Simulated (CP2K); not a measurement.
Two runs for the Cl L₂,₃ edge of chloromethane. Run A: CP2K XAS_TDP, all-electron GAPW, PBEh(45%), aug-pc-2, TDA, ZORA, spin–orbit coupling. Run B differs in one setting.

First lines with a strength over 0.0003. A:

```csv
atom,energy (eV),states,"strength, one atom"
Cl2 (bonded to C),198.89,2,0.0104
,200.41,2,0.0072
,200.80,1,0.0004
,201.19,2,0.0011
,201.29,2,0.0007
```

B:

```csv
atom,energy (eV),states,"strength, one atom"
Cl2 (bonded to C),201.73,2,0.0098
,203.23,2,0.0073
,203.59,1,0.0004
,204.03,2,0.0009
,204.09,2,0.0009
```

Q: Which was it: the basis, GW2X switched on, the functional?

GW2X switched on. GW2X shifts the lines nearly together; each 2p level gets its own shift. The lowest line over the strength cut lies at 201.73 eV, against 198.89 eV (PBEh(45%), aug-pc-2).

[Banner, clock and machine lines of the logs are left out without a mark of their own.]

[Logs are printed without paths, hosts, clocks, repeated set-up lines and the standing remarks that a program may print on its own settings, such as how far it seeks lower states.]

[Hosts, paths, dates, database ids (printed as entryN), source tags and the programs' standing remarks are cut or masked in the printed files.]
